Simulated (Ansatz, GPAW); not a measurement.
# From spin parameters to the magnetic ion

A crystal has the composition KMF4, where M is a 3d element. A calculation (PBE+U, spin-orbit coupling in second variation, Ansatz) gives:

| Property | Result |
| --- | --- |
| S | 5/2 |
| g, averaged over the cell's ions | 2.0064, 2.0075, 2.0081 |
| D, with anisotropic exchange | -0.242 cm⁻¹ (-7.25 GHz) |
| E | -0.0468 cm⁻¹ (-1.4 GHz) |
| moment in its sphere | 3.96 μB |

Q: Name the magnetic ion and its oxidation state.

The crystal is KFeF4, space group Cmcm. The spin sits on Fe, with 6 F at 1.88 to 1.98 Å round it. With the usual charges of the other elements M must be +3. The high-spin ion of that charge with S = 5/2 in this row is Fe³⁺ high-spin d⁵. Low-spin ions are left aside. The shift from the free-electron value is small, as for a half-filled shell without orbital momentum.

[Hosts, paths, dates, database ids (printed as entryN), source tags and the programs' standing remarks are cut or masked in the printed files.]
